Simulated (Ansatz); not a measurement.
## LaGe2Pb2: relaxing a made-up structure

This structure for LaGe2Pb2 is made up. Its elements were placed in a known structure type with a cell scaled to their sizes. What cell does the guess relax to, and how far off was it?

Program: Ansatz 0.2.0. Level of theory: DFT, PBE, plane-wave PAW, files of the set soft_1, scalar-relativistic, no spin, cell and ions relaxed at zero pressure; PAW set soft_1. Results are calculated unless marked as measured.

**1. The structure**

Symmetry: I4/mmm, No. 139, tetragonal system. Conventional cell: a = 4.889 Å, b = 4.889 Å, c = 11.602 Å, α = 90.00°, β = 90.00°, γ = 90.00°. Nearest to Pb lie 4 Ge at 2.76 Å and 4 Pb at 3.46 Å and 4 La at 3.79 Å. La has 8 Pb at 3.79 Å and 10 Ge at 3.82 to 4.18 Å nearest. Nearest to Ge lie 4 Pb at 2.76 Å and 1 Ge at 3.25 Å and 5 La at 3.82 to 4.18 Å. Farther neighbours are not listed.

**2. Relaxation of the guess**

The guessed cell has no reason to be at equilibrium. It is relaxed with the atoms, within the space group of the guess.

Input file input.yaml:

```yaml
crystal:
  lattice:
    - [-2.4445, 2.4445, 5.801]
    - [2.4445, -2.4445, 5.801]
    - [2.4445, 2.4445, -5.801]
  atoms:
    - { symbol: Pb, position: [0.75, 0.25, 0.5] }
    - { symbol: Pb, position: [0.25, 0.75, 0.5] }
    - { symbol: La, position: [0.0, 0.0, 0.0] }
    - { symbol: Ge, position: [0.3601, 0.3601, 0.0] }
    - { symbol: Ge, position: [0.6399, 0.6399, 0.0] }
kpoints:
  mp_grid: { grid: [8, 8, 8] }
scf:
  occupations: { method: fermi_dirac, width: 0.05 }
hamiltonian:
  xc: pbe
  pseudopotentials: { kind: paw, azcp: { folder: soft_1 } }
relax:
  f_tol: 0.015
  max_steps: 70
  cell: {}
output:
  forces: true
  stress: true
```

On the command line:

```console
$ ansatz run input.yaml --threads 4 --pin off --max-ram 8192MiB --backend cpu --events-out ev --progress --plain --runs-dir out
```

Numbers of over 12 decimals in the logs are rounded to 6 here.

Log:

```text
Engine: ansatz 0.2.0, aarch64-unknown-linux-gnu
Pseudopotentials: kind: paw
Pseudopotential: Pb, paw, valence charge 14, recommended cutoff 420 eV (normal), soft_1/Pb.paw.azcp
Pseudopotential: La, paw, valence charge 11, recommended cutoff 420 eV (normal), soft_1/La.paw.azcp
Pseudopotential: Ge, paw, valence charge 14, recommended cutoff 420 eV (normal), soft_1/Ge.paw.azcp
Functional definition: PBE
  parameter kappa = 0.804
  parameter beta = 0.066725
  exchange = pbe_x(kappa = kappa, mu = beta*pi^2/3)
  correlation = pbe_c(beta = beta)
Crystal: 5 atoms, lattice volume = 138.657 Å³
Basis set: ecut = 420 eV, 2711 PW (Γ), exchange–correlation on 96×96×96 points (8 copies of the dense FFT grid, shifted against one another)
Bands: 41, of which v1, the nominal top of the filled ones, is band 34 counted from 1 (33 counted from 0)
Symmetry: 16 space group operations
Space group: I4/mmm (ITA 139), of the structure as read, at distance tolerance 5.2e-5 Å
k-points: 59 of 512
Non-local potential: Pb, projectors of the file, l = 0: 2, l = 1: 2, l = 2: 2, l = 3: 1
Non-local potential: La, projectors of the file, l = 0: 3, l = 1: 2, l = 2: 2, l = 3: 3
Non-local potential: Ge, projectors of the file, l = 0: 2, l = 1: 2, l = 2: 3, l = 3: 1
PAW form: soft (Blöchl's): semilocal exchange-correlation on the pseudo side does not see the compensation charge
PAW one-centre angular grid: Pb, 590 points (default); XC on 64 Gauss nodes
PAW one-centre angular grid: La, 590 points (default); XC on 64 Gauss nodes
PAW one-centre angular grid: Ge, 590 points (default); XC on 64 Gauss nodes
Initial density: superposition of atomic densities (chi_scale 0.1, normalization cell, long waves kept (reshape's long-wave potential 0.01 eV rms))
Initial wavefunctions: pseudopotential atomic-orbital guess
Functional: x = pbe(κ = 0.804, μ = 0.219515), c = pbe(β = 0.066725)
SCF iter   1: F=—  HF=-38662.359269 eV  |F-HF|=—  |Δ(HF+E_count)|=         —  Δρ=2.41e-1  dr2=1.41e2  ethr=3.10e-3  ⟨swp⟩=6.1  Hψ=9557  notcnv=0
preconditioner: auto → Kerker (q_TF=auto, 2.417 Å⁻¹)  [metal: Δε(μ)=0.004 eV  Ē_g=14.570 eV  σ=0.050 eV  W_gap=0.02  n_scr=32 (ndim 8)  ℏωp=25.4 eV  f_vac=0.000  D(μ)=45.11/eV (n_scr^D=1062)]
SCF iter   2: F=—  HF=-38659.214868 eV  |F-HF|=—  |Δ(HF+E_count)|=    3.14e0  Δρ=1.34e-1  dr2=4.53e1  ethr=3.10e-3  ⟨swp⟩=6.9  Hψ=16391  notcnv=0  defer=4
automatic band count: the SCF goes on with 48 bands, as 41 were too few: the levels above may hold too much charge
SCF iter   3: F=—  HF=-38659.047865 eV  |F-HF|=—  |Δ(HF+E_count)|=   1.67e-1  Δρ=1.50e-1  dr2=4.34e1  ethr=3.10e-3  ⟨swp⟩=3.0  Hψ=6299  notcnv=0  defer=79
SCF iter   4: F=—  HF=-38657.347382 eV  |F-HF|=—  |Δ(HF+E_count)|=    1.70e0  Δρ=1.70e-2  dr2=4.02e-1  ethr=3.10e-3  ⟨swp⟩=3.0  Hψ=3998  notcnv=0  defer=79
SCF iter   5: F=—  HF=-38657.276096 eV  |F-HF|=—  |Δ(HF+E_count)|=   7.13e-2  Δρ=1.00e-2  dr2=1.75e-1  ethr=6.01e-4  ⟨swp⟩=2.6  Hψ=3854  notcnv=0  defer=58
SCF iter   6: F=—  HF=-38657.253601 eV  |F-HF|=—  |Δ(HF+E_count)|=   2.25e-2  Δρ=6.18e-3  dr2=6.95e-2  ethr=2.61e-4  ⟨swp⟩=2.0  Hψ=3387  notcnv=0  defer=58
SCF iter   7: F=—  HF=-38657.247474 eV  |F-HF|=—  |Δ(HF+E_count)|=   6.13e-3  Δρ=4.63e-3  dr2=3.63e-2  ethr=1.04e-4  ⟨swp⟩=2.0  Hψ=3009  notcnv=0  defer=58
SCF iter   8: F=—  HF=-38657.240595 eV  |F-HF|=—  |Δ(HF+E_count)|=   6.88e-3  Δρ=1.67e-3  dr2=4.47e-3  ethr=5.42e-5  ⟨swp⟩=2.0  Hψ=4210  notcnv=0  defer=58
SCF iter   9: F=—  HF=-38657.239568 eV  |F-HF|=—  |Δ(HF+E_count)|=   1.03e-3  Δρ=9.52e-4  dr2=1.32e-3  ethr=6.67e-6  ⟨swp⟩=2.1  Hψ=5187  notcnv=0  defer=57
SCF iter  10: F=—  HF=-38657.239211 eV  |F-HF|=—  |Δ(HF+E_count)|=   3.57e-4  Δρ=4.83e-4  dr2=3.52e-4  ethr=1.97e-6  ⟨swp⟩=2.2  Hψ=4071  notcnv=0  defer=57
SCF iter  11: F=—  HF=-38657.239106 eV  |F-HF|=—  |Δ(HF+E_count)|=   1.05e-4  Δρ=1.90e-4  dr2=5.77e-5  ethr=5.25e-7  ⟨swp⟩=2.0  Hψ=3446  notcnv=0  defer=57
SCF iter  12: F=—  HF=-38657.239015 eV  |F-HF|=—  |Δ(HF+E_count)|=   9.06e-5  Δρ=4.78e-5  dr2=4.79e-6  ethr=8.61e-8  ⟨swp⟩=2.0  Hψ=4103  notcnv=0  defer=57
SCF iter  13: F=—  HF=-38657.239015 eV  |F-HF|=—  |Δ(HF+E_count)|=   7.97e-7  Δρ=9.70e-6  dr2=2.52e-7  ethr=7.15e-9  ⟨swp⟩=2.0  Hψ=3946  notcnv=0  defer=57
SCF iter  14: F=-38657.239015 eV  HF=-38657.239015 eV  |F-HF|=1.71e-8  |Δ(HF+E_count)|=   1.82e-8  Δρ=3.73e-6  dr2=2.79e-8  ethr=1.49e-10  ⟨swp⟩=4.4  Hψ=9091  notcnv=0
SCF 1 converged in 14 iterations: F = -38657.239015 eV  dr2 = 2.79e-8
  greatest PAW one-centre occupation: 0.998 electrons in one spin orbital (limit 2), on the Ge atom at site 4 (counted from 0), in its partial waves of l = 2
relax step   1: F+E_penalty+E_count = -38657.23901465 eV  Δ(F+E_penalty+E_count) = +0.000e0 eV  max|allowed force component| = 2.012e0 eV/Å  Δτ_max = 0.0000 Å  P = +5.717 GPa  Ω = 138.657 Å³  (14 SCF iters, dr2 threshold 1.00e-7 eV, accepted)
Crystal: 5 atoms, lattice volume = 144.698 Å³
Basis set: ecut = 420 eV, 2871 PW (Γ), exchange–correlation on 96×96×96 points (8 copies of the dense FFT grid, shifted against one another)
Bands: 48, of which v1, the nominal top of the filled ones, is band 34 counted from 1 (33 counted from 0)
Initial density: handed on by an earlier stage of this run
Initial wavefunctions: those handed on with the density
iter 1 solved again at ethr=6.11e-5 eV; its pass at ethr=3.10e-3 eV (dr2=4.10e-2 eV) is discarded
SCF iter   1: F=—  HF=-38658.116619 eV  |F-HF|=—  |Δ(HF+E_count)|=         —  Δρ=7.19e-3  dr2=4.08e-2  ethr=6.11e-5  ⟨swp⟩=2.0  Hψ=17584  notcnv=0
preconditioner: auto → Kerker (q_TF=auto, 2.400 Å⁻¹)  [metal: Δε(μ)=0.010 eV  Ē_g=17.211 eV  σ=0.050 eV  W_gap=0.05  n_scr=32 (ndim 8)  ℏωp=24.9 eV  f_vac=0.000  D(μ)=3.35/eV (n_scr^D=14)]
SCF iter   2: F=—  HF=-38658.116105 eV  |F-HF|=—  |Δ(HF+E_count)|=   5.13e-4  Δρ=4.05e-3  dr2=1.81e-2  ethr=6.08e-5  ⟨swp⟩=1.9  Hψ=3084  notcnv=0
SCF iter   3: F=—  HF=-38658.116271 eV  |F-HF|=—  |Δ(HF+E_count)|=   1.66e-4  Δρ=6.43e-4  dr2=1.29e-3  ethr=2.69e-5  ⟨swp⟩=2.0  Hψ=4028  notcnv=0
SCF iter   4: F=—  HF=-38658.116129 eV  |F-HF|=—  |Δ(HF+E_count)|=   1.42e-4  Δρ=1.54e-4  dr2=1.18e-4  ethr=1.92e-6  ⟨swp⟩=2.2  Hψ=4252  notcnv=0
SCF iter   5: F=—  HF=-38658.116046 eV  |F-HF|=—  |Δ(HF+E_count)|=   8.26e-5  Δρ=8.49e-5  dr2=1.24e-5  ethr=1.77e-7  ⟨swp⟩=2.0  Hψ=4778  notcnv=0
SCF iter   6: F=—  HF=-38658.116042 eV  |F-HF|=—  |Δ(HF+E_count)|=   3.90e-6  Δρ=3.48e-5  dr2=2.63e-6  ethr=1.85e-8  ⟨swp⟩=2.0  Hψ=4759  notcnv=0
SCF iter   7: F=—  HF=-38658.116041 eV  |F-HF|=—  |Δ(HF+E_count)|=   1.50e-6  Δρ=1.38e-5  dr2=5.40e-7  ethr=3.92e-9  ⟨swp⟩=2.0  Hψ=4649  notcnv=0
[...]
SCF 3 converged in 8 iterations: F = -38658.420426 eV  dr2 = 3.55e-8
relax step   3: F+E_penalty+E_count = -38658.42042561 eV  Δ(F+E_penalty+E_count) = -3.044e-1 eV  max|allowed force component| = 8.031e-2 eV/Å  Δτ_max = 0.1939 Å  P = +0.659 GPa  Ω = 143.025 Å³  energy of the carried Pulay correction = -6.482e-4 eV  (8 SCF iters, dr2 threshold 5.00e-7 eV, accepted)
[... from here on, the SCF cycles and remarks between the steps are left out ...]
relax step   4: F+E_penalty+E_count = -38658.49112120 eV  Δ(F+E_penalty+E_count) = -7.070e-2 eV  max|allowed force component| = 9.000e-3 eV/Å  Δτ_max = 0.0264 Å  P = -0.054 GPa  Ω = 144.743 Å³  energy of the carried Pulay correction = -8.978e-4 eV  (7 SCF iters, dr2 threshold 5.00e-7 eV, accepted)
relax step   5: F+E_penalty+E_count = -38658.64763851 eV  Δ(F+E_penalty+E_count) = -1.565e-1 eV  max|allowed force component| = 1.839e-1 eV/Å  Δτ_max = 0.0760 Å  P = -0.499 GPa  Ω = 145.399 Å³  energy of the carried Pulay correction = -9.922e-4 eV  (7 SCF iters, dr2 threshold 5.00e-7 eV, accepted)
relax step   6: F+E_penalty+E_count = -38658.81429335 eV  Δ(F+E_penalty+E_count) = -1.667e-1 eV  max|allowed force component| = 3.362e-1 eV/Å  Δτ_max = 0.0234 Å  P = -0.491 GPa  Ω = 144.356 Å³  energy of the carried Pulay correction = -8.419e-4 eV  (7 SCF iters, dr2 threshold 5.00e-7 eV, accepted)
relax step   7: F+E_penalty+E_count = -38658.90795999 eV  Δ(F+E_penalty+E_count) = -9.367e-2 eV  max|allowed force component| = 9.328e-1 eV/Å  Δτ_max = 0.1062 Å  P = +0.753 GPa  Ω = 141.740 Å³  energy of the carried Pulay correction = -4.596e-4 eV  (8 SCF iters, dr2 threshold 5.00e-7 eV, accepted)
relax step   8: F+E_penalty+E_count = -38658.96170849 eV  Δ(F+E_penalty+E_count) = -5.375e-2 eV  max|allowed force component| = 2.286e-1 eV/Å  Δτ_max = 0.0231 Å  P = +0.439 GPa  Ω = 141.332 Å³  energy of the carried Pulay correction = -3.994e-4 eV  (7 SCF iters, dr2 threshold 5.00e-7 eV, accepted)
relax step   9: F+E_penalty+E_count = -38658.93089230 eV  Δ(F+E_penalty+E_count) = +3.082e-2 eV  max|allowed force component| = 4.895e-1 eV/Å  Δτ_max = 0.0472 Å  P = +0.505 GPa  Ω = 141.136 Å³  energy of the carried Pulay correction = -3.703e-4 eV  (8 SCF iters, dr2 threshold 5.00e-7 eV, rejected (line search))
relax step  10: F+E_penalty+E_count = -38658.97339410 eV  Δ(F+E_penalty+E_count) = -1.169e-2 eV  max|allowed force component| = 1.336e-2 eV/Å  Δτ_max = 0.0054 Å  P = -0.357 GPa  Ω = 143.697 Å³  energy of the carried Pulay correction = -7.462e-4 eV  (11 SCF iters, accepted)
relax step  11: F+E_penalty+E_count = -38658.97470010 eV  Δ(F+E_penalty+E_count) = -1.306e-3 eV  max|allowed force component| = 5.313e-3 eV/Å  Δτ_max = 0.0015 Å  P = +0.008 GPa  Ω = 142.682 Å³  energy of the carried Pulay correction = -5.981e-4 eV  (6 SCF iters, dr2 threshold 3.75e-7 eV, accepted)
relax step  12: F+E_penalty+E_count = -38658.99156022 eV  Δ(F+E_penalty+E_count) = -1.686e-2 eV  max|allowed force component| = 1.368e-3 eV/Å  Δτ_max = 0.0000 Å  P = +0.203 GPa  Ω = 142.682 Å³  stress off target by 5.80e-1 GPa  SCF on the basis re-selected at this cell (its energy is not comparable with the rows above)  (8 SCF iters)
relax step  13: F+E_penalty+E_count = -38658.99387183 eV  Δ(F+E_penalty+E_count) = -2.312e-3 eV  max|allowed force component| = 5.062e-3 eV/Å  Δτ_max = 0.0053 Å  P = +0.049 GPa  Ω = 143.187 Å³  energy of the carried Pulay correction = -7.846e-5 eV  (5 SCF iters, dr2 threshold 5.00e-7 eV, accepted)
relax step  14: F+E_penalty+E_count = -38658.99395883 eV  Δ(F+E_penalty+E_count) = -8.699e-5 eV  max|allowed force component| = 8.898e-4 eV/Å  Δτ_max = 0.0009 Å  P = -0.005 GPa  Ω = 143.355 Å³  energy of the carried Pulay correction = -1.040e-4 eV  (5 SCF iters, dr2 threshold 4.41e-8 eV, accepted)
iter 1 solved again at ethr=5.58e-8 eV; its pass at ethr=3.10e-3 eV (dr2=3.74e-5 eV) is discarded
SCF iter   1: F=—  HF=-38658.994043 eV  |F-HF|=—  |Δ(HF+E_count)|=         —  Δρ=3.58e-5  dr2=1.10e-7  ethr=5.58e-8  ⟨swp⟩=3.3  Hψ=19757  notcnv=0
preconditioner: auto → Kerker (q_TF=auto, 2.403 Å⁻¹)  [metal: Δε(μ)=0.048 eV  Ē_g=17.377 eV  σ=0.050 eV  W_gap=0.23  n_scr=32 (ndim 8)  ℏωp=25.0 eV  f_vac=0.000  D(μ)=2.45/eV (n_scr^D=10)]
SCF iter   2: F=—  HF=-38658.994060 eV  |F-HF|=—  |Δ(HF+E_count)|=   1.75e-5  Δρ=1.84e-5  dr2=4.39e-8  ethr=1.65e-10  ⟨swp⟩=2.3  Hψ=4830  notcnv=0
SCF iter   3: F=—  HF=-38658.994064 eV  |F-HF|=—  |Δ(HF+E_count)|=   3.52e-6  Δρ=1.59e-6  dr2=6.42e-9  ethr=6.56e-11  ⟨swp⟩=2.6  Hψ=4750  notcnv=0
SCF iter   4: F=—  HF=-38658.994064 eV  |F-HF|=—  |Δ(HF+E_count)|=   6.37e-9  Δρ=1.36e-6  dr2=2.44e-9  ethr=9.58e-12  ⟨swp⟩=2.0  Hψ=3584  notcnv=0
SCF iter   5: F=—  HF=-38658.994064 eV  |F-HF|=—  |Δ(HF+E_count)|=   1.42e-8  Δρ=3.11e-7  dr2=1.49e-10  ethr=3.64e-12  ⟨swp⟩=2.0  Hψ=4755  notcnv=0
SCF iter   6: F=-38658.994064 eV  HF=-38658.994064 eV  |F-HF|=7.28e-12  |Δ(HF+E_count)|=  2.62e-10  Δρ=6.21e-8  dr2=4.91e-12  ethr=1.00e-12  ⟨swp⟩=4.5  Hψ=9079  notcnv=0
SCF 15 converged in 6 iterations: F = -38658.994064 eV  dr2 = 4.91e-12
relax step  15: F+E_penalty+E_count = -38658.99406391 eV  Δ(F+E_penalty+E_count) = -1.051e-4 eV  max|allowed force component| = 9.392e-4 eV/Å  Δτ_max = 0.0000 Å  P = -0.006 GPa  Ω = 143.355 Å³  stress off target by 1.01e-2 GPa  SCF on the basis re-selected at this cell (its energy is not comparable with the rows above)  (6 SCF iters)
basis re-selected at this cell: Δ(F+E_penalty+E_count) = -1.051e-4 eV, ΔP = -0.000 GPa vs the last step (what re-selecting the basis moved, of the pressure what is left beyond the Pulay correction that the steps carried, after the strain that the cell walked since its last selection, with what the two solves' SCF thresholds leave and, on support functions, any second-order correction that the steps lacked; it is no m [...]
SCF converged after 6 iterations
Free energy (F): -38658.994064 eV
Harris-Foulkes:  -38658.994064 eV  (|F-HF|=7.28e-12)
Internal energy: -38658.973318 eV  (E = F + TS)
E sigma→0 (E₀):  -38658.983691 eV
Entropy (-TS):   -0.020745 eV (-4.149 meV/atom)
Fermi energy:    10.277224 eV
--- Per-component energies (eV) ---
  E_band       = -388.191128
  E_kinetic    = 953.684614
  E_local      = -6997.643085  (includes V_loc(G=0)·N_el)
  E_nonlocal   = 1129.037531
  E_hartree    = 3131.430412
  E_xc         = -697.337754
  E_vxc        = -550.359027  (∫ρ·V_xc dr)
  E_paw        = -30224.258058  (= ΣΔE_a)
  E_vpaw       = -1185.772072  (= ΣTr[D̂ρ^β])
  E_aug_tail   = 0.000022  (compensation charges beyond the density's cutoff)
  E_ewald      = -5953.887000
  E_smearing   = -0.020745  (= −TS)
  E_closure    = 0.000000  (closes the sum)
  Σ components = -38658.994064   (vs F -38658.994064, Δ=0.00e0)
--- Forces (eV/Å), atoms counted from 1 ---
  atom   1  Pb     0.00000000    -0.00000000     0.00000000
  atom   2  Pb    -0.00000000    -0.00000000     0.00000000
  atom   3  La     0.00000000     0.00000000     0.00000000
  atom   4  Ge     0.00000000     0.00000000     0.00093924
  atom   5  Ge     0.00000000     0.00000000    -0.00093924
  max |Σ_I F_I| component: 4.34e-17 eV/Å
--- Stress (GPa, compression-positive) ---
       -0.010127       0.000000       0.000000
        0.000000      -0.010127       0.000000
        0.000000       0.000000       0.002679
  P = ⅓ Tr σ = -0.0059 GPa (-0.059 kbar)
--- Relaxed structure (13 steps of the walk, 12 accepted, 2 SCFs on fresh bases) ---
  F+E_penalty+E_count = -38658.99406391 eV   max|allowed force component| = 9.392e-4 eV/Å   (the final SCF, on the basis selected at the relaxed cell)
  cell:  # Å, volume = 143.3552 Å³
    - [-2.273390, 2.273390, 6.934349]
    - [2.273390, -2.273390, 6.934349]
    - [2.273390, 2.273390, -6.934349]
  atoms:
    - { symbol: Pb, position: [0.750000, 0.250000, 0.500000] }
    - { symbol: Pb, position: [0.250000, 0.750000, 0.500000] }
    - { symbol: La, position: [-8.971160882486505e-19, -8.971160882486503e-19, 0] }
    - { symbol: Ge, position: [0.412645, 0.412645, 0] }
    - { symbol: Ge, position: [0.587355, 0.587355, 0] }
```

Elapsed: 80 s, on 4 threads of Arm Neoverse V2, shared host; peak memory 0.79 GiB; 5.2 min of CPU time.

Relaxation path:

| step | energy less that of the first step (eV) | largest force component (eV/Å) | pressure (GPa) | volume (Å³) |
| --- | --- | --- | --- | --- |
| 1 | 0.0000 | 2.0119 | 5.72 | 138.66 |
| 2 | -0.8770 | 1.2597 | 0.71 | 144.70 |
| 3 | -1.1814 | 0.0803 | 0.66 | 143.02 |
| 4 | -1.2521 | 0.0090 | -0.05 | 144.74 |
| 5 | -1.4086 | 0.1839 | -0.50 | 145.40 |
| 6 | -1.5753 | 0.3362 | -0.49 | 144.36 |
| 7 | -1.6689 | 0.9328 | 0.75 | 141.74 |
| 8 | -1.7227 | 0.2286 | 0.44 | 141.33 |
| 9 | -1.6919 | 0.4895 | 0.51 | 141.14 |
| 10 | -1.7344 | 0.0134 | -0.36 | 143.70 |
| 11 | -1.7357 | 0.0053 | 0.01 | 142.68 |
| 12* | -1.7525 | 0.0014 | 0.20 | 142.68 |
| 13 | -1.7549 | 0.0051 | 0.05 | 143.19 |
| 14 | -1.7549 | 0.0009 | -0.01 | 143.36 |
| 15* | -1.7550 | 0.0009 | -0.01 | 143.36 |

Relaxation steps marked * repeat the geometry before them on a plane-wave basis chosen anew for their cell, so energy and pressure can jump there. Relaxation step 9 was tried and not accepted.

The run keeps the 16 symmetry operations that it works with, so distortions that break them were not tested.

| cell as run | before | after | change |
| --- | --- | --- | --- |
| a (Å) | 6.753 | 7.643 | +13.2 % |
| b (Å) | 6.753 | 7.643 | +13.2 % |
| c (Å) | 6.753 | 7.643 | +13.2 % |
| α (°) | 137.56 | 145.39 | +5.7 % |
| β (°) | 137.56 | 145.39 | +5.7 % |
| γ (°) | 61.58 | 49.75 | -19.2 % |
| volume (Å³/atom) | 27.73 | 28.67 | +3.4 % |

The atoms that moved most (Å, as changes of fractional coordinates times the final cell):

| atom | dx | dy | dz | length |
| --- | --- | --- | --- | --- |
| Ge4 | 0.000 | 0.000 | 0.729 | 0.729 |
| Ge5 | 0.000 | 0.000 | -0.729 | 0.729 |

The relaxed structure:

```
Pb La Ge
1.0
    -2.27339    2.27339    6.93435
     2.27339   -2.27339    6.93435
     2.27339    2.27339   -6.93435
Pb La Ge
2 1 2
Direct
  0.75000 0.25000 0.50000
  0.25000 0.75000 0.50000
  0.00000 0.00000 0.00000
  0.41264 0.41264 0.00000
  0.58736 0.58736 0.00000
```

Numbers from this step:

```
free energy             : -38658.9941 eV
energy at zero smearing : -38658.9837 eV
smearing term TS        : 0.02075 eV
Fermi energy            : 10.28 eV
electrons               : 67
symmetry operations     : 16
pressure                : -0.005858 GPa
```

Shortest distances by pair of elements, guess and relaxed (not always the same contact):

| pair | guess (Å) | relaxed (Å) |
| --- | --- | --- |
| Ge–Ge | 3.246 | 2.423 |
| Ge–Pb | 2.758 | 3.203 |
| Pb–Pb | 3.457 | 3.215 |
| Ge–La | 3.819 | 3.436 |
| La–Pb | 3.793 | 4.146 |

The relaxation ends with a largest force component of 9.4e-4 eV/Å and a pressure of -0.01 GPa.

**3. Summary of results**

| Item | Value |
| --- | --- |
| space group, relaxed | I4/mmm |
| conventional cell | a = 4.547, b = 4.547, c = 13.869 Å; α = 90.0°, β = 90.0°, γ = 90.0° |
| volume per atom | 28.67 Å³ (guess 27.73) |

LaGe2Pb2 relaxes to I4/mmm with a = 4.547, b = 4.547 and c = 13.869 Å. The guessed volume was 3 % too small. The space group I4/mmm was held in the relaxation, so the end point is a stationary structure within it and may be a saddle against distortions or other arrangements. Mesh and cutoff weren't tested. A vector of the cell changed its length by 13 %, more than the volume shows. Spin-orbit coupling is left out, which can matter for elements this heavy. No dispersion term is used, so weakly bound directions may come out too long. Nothing here tests whether the compound is stable against decomposition.

[Logs are printed without paths, hosts, clocks, repeated set-up lines and the standing remarks that a program may print on its own settings, such as how far it seeks lower states.]

[Hosts, paths, dates, database ids (printed as entryN), source tags and the programs' standing remarks are cut or masked in the printed files.]
